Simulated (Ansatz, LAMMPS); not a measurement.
# Amorphous 84HfO2-16La2O3 (mol %) (83 atoms): relaxation and levels of theory

Which bonds does the relaxation leave, and how do the Kohn-Sham gap, forces and pressure change with k-mesh and functional?

Calculated with Ansatz 0.2.0: Kohn-Sham DFT, PBE, PAW (set soft_2), plane waves; cutoff 420 eV, Γ point, fermi-dirac smearing of 0.025 eV.

**The cell**

Density at the start: 7.64 g/cm³. The cell holds 83 atoms: 21 Hf, 8 La and 54 O. Cell: a = 10.753 Å, b = 10.753 Å, c = 10.753 Å, α = 90.0°, β = 90.0°, γ = 90.0°. 83 atoms (21 Zr, 8 Nd, 54 O) placed at random at 5.25 g/cm³, melted at 5000 K for 10 ps at fixed volume with the Morse and Coulomb pair potential with partial charges (Pedone, Malavasi, Menziani, Cormack and Segre, J. Phys. Chem. B 110, 11780 (2006)). Quenched from 5000 K to 300 K at 50 K/ps and fixed volume, held 5 ps, then minimised at fixed cell. Then Zr was replaced by Hf, Nd was replaced by La (the potential has no terms for the new elements, so the cell is a start for a DFT relaxation).

Cell and atoms were relaxed with PBE. The walk converged after 12 steps by the program's count, with a largest force component of 0.0233 eV/Å; it began at an r.m.s. force component of 0.38 eV/Å. The edges went from 10.753, 10.753, 10.753 to 10.570, 10.387, 10.539 Å, and the volume from 14.978 to 13.936 Å³ an atom (-7.0 %).

The input of the reference single point:

```yaml
crystal:
  lattice:
    - [10.56943, -0.07677, 0.09383]
    - [-0.07677, 10.38688, -0.06569]
    - [0.09383, -0.06569, 10.538]
  atoms:
    - { symbol: Hf, position: [0.21707, 0.7872, 0.63923] }
    - { symbol: Hf, position: [0.5711, 0.72856, 0.75891] }
    - { symbol: Hf, position: [0.32639, 0.5226, 0.79454] }
    - { symbol: Hf, position: [0.15089, 0.90344, 0.37884] }
    [... 77 atom lines left out ...]
    - { symbol: O, position: [0.97755, 0.95469, 0.32196] }
    - { symbol: O, position: [0.677, 0.88092, 0.39851] }
kpoints:
  mp_grid: { grid: [1, 1, 1] }
hamiltonian:
  xc: pbe
scf:
  occupations: { method: fermi_dirac, width: 0.025 }
output:
  forces: true
  stress: true
  populations: true
  dos:
    method: { smearing: { sigma: 0.08 } }
    de: 0.05
    projected: { site_lists: { Hf: [Hf], La: [La], O: [O] } }
  eigenvalues: true
  write_density: true
  write_potential: true
  volumetric_format: npy
```

**Bonds after relaxation**

Bonds by pair of elements; cutoffs follow the first minimum of g(r), held within bounds set by covalent radii, and pairs that aren't listed don't count as bonded:

```tsv
pair A-B	cutoff (Å)	bonds	mean length (Å)	spread (Å)	shortest (Å)	B about A	A about B
O-Hf	2.83	129	2.13	0.104	1.96	2.39	6.14
O-La	3.19	60	2.60	0.253	2.23	1.11	7.5
```

How many atoms have how many bonded neighbours:

```tsv
element	mean	3	4	5	6	7	8	9
Hf	6.14	0	0	1	17	2	1	0
La	7.5	0	0	0	0	5	2	1
O	3.5	28	25	1	0	0	0	0
```

**Levels of theory**

Single points at the relaxed geometry:

| functional | k-mesh | Kohn-Sham gap (eV) | pressure (GPa) | r.m.s. force component (eV/Å) | SCF cycles | time |
| --- | --- | --- | --- | --- | --- | --- |
| PBE | 1×1×1 | 4.011 | -0.01 | 0.007 | 10 | 38 s |
| PBE | 2×2×2 | 3.995 | 0.01 | 0.017 | 10 | 7 min |
| HSE06 | 1×1×1 | 5.623 | -4.04 | 0.100 | 25 | 13 min |
| r2SCAN | 1×1×1 | 4.514 | -3.86 | 0.089 | 10 | 71 s |
| PBEsol | 1×1×1 | 3.932 | -5.72 | 0.074 | 10 | 36 s |

The gap is that between the highest filled and lowest empty Kohn-Sham level on the run's k-points. Cutoffs: 420 eV for PBE, HSE06 and PBEsol; 500 eV for r2SCAN. Times come from shared hosts and are rough.

**Findings**

By these cutoffs 81 % of Hf atoms have 6, 62 % of La atoms have 7 and 52 % of O atoms have 3 neighbours. The Kohn-Sham gap is 4.01 eV with PBE on the 1×1×1 mesh and 4.00 eV on 2×2×2. On the 1×1×1 mesh HSE06 changes the gap by +1.61 eV against PBE. Carrying that shift over to the 2×2×2 mesh gives 4.00 + 1.61 = 5.61 eV, an estimate that takes the shift to be alike at all k-points. On the reference's mesh the gap changes with r2SCAN by +0.50 eV and PBEsol by -0.08 eV. Against the reference the pressure changes with HSE06 by -4.0 GPa, r2SCAN by -3.9 GPa and PBEsol by -5.7 GPa; a negative change means a smaller volume than PBE would take. The denser mesh moves the energy by -1.2 meV/atom and the pressure by +0.02 GPa.

Limits: All single points share the geometry relaxed with PBE. The volume changed by -7.0 % on relaxing; in so small a cell, on this mesh and at this cutoff, the relaxed density is rough. One sample; tail or defect levels can set the gap of a disordered cell. The quench rate of 50 K/ps is many orders above laboratory rates, so the cell is likely richer in defects and strain than a real sample. The network of bonds at the start is that of the classical potential that made the cell, and needn't be the one that DFT or experiment would give. Spin–orbit coupling is left out, which matters for the levels of the heavy elements. In some runs the program notes that it cut back its work space to fit the memory limit, the exchange threshold is loose for the stress and the SCF threshold is loose for the stress.

[Logs are printed without paths, hosts, clocks, repeated set-up lines and the standing remarks that a program may print on its own settings, such as how far it seeks lower states.]

[Hosts, paths, dates, database ids (printed as entryN), source tags and the programs' standing remarks are cut or masked in the printed files.]
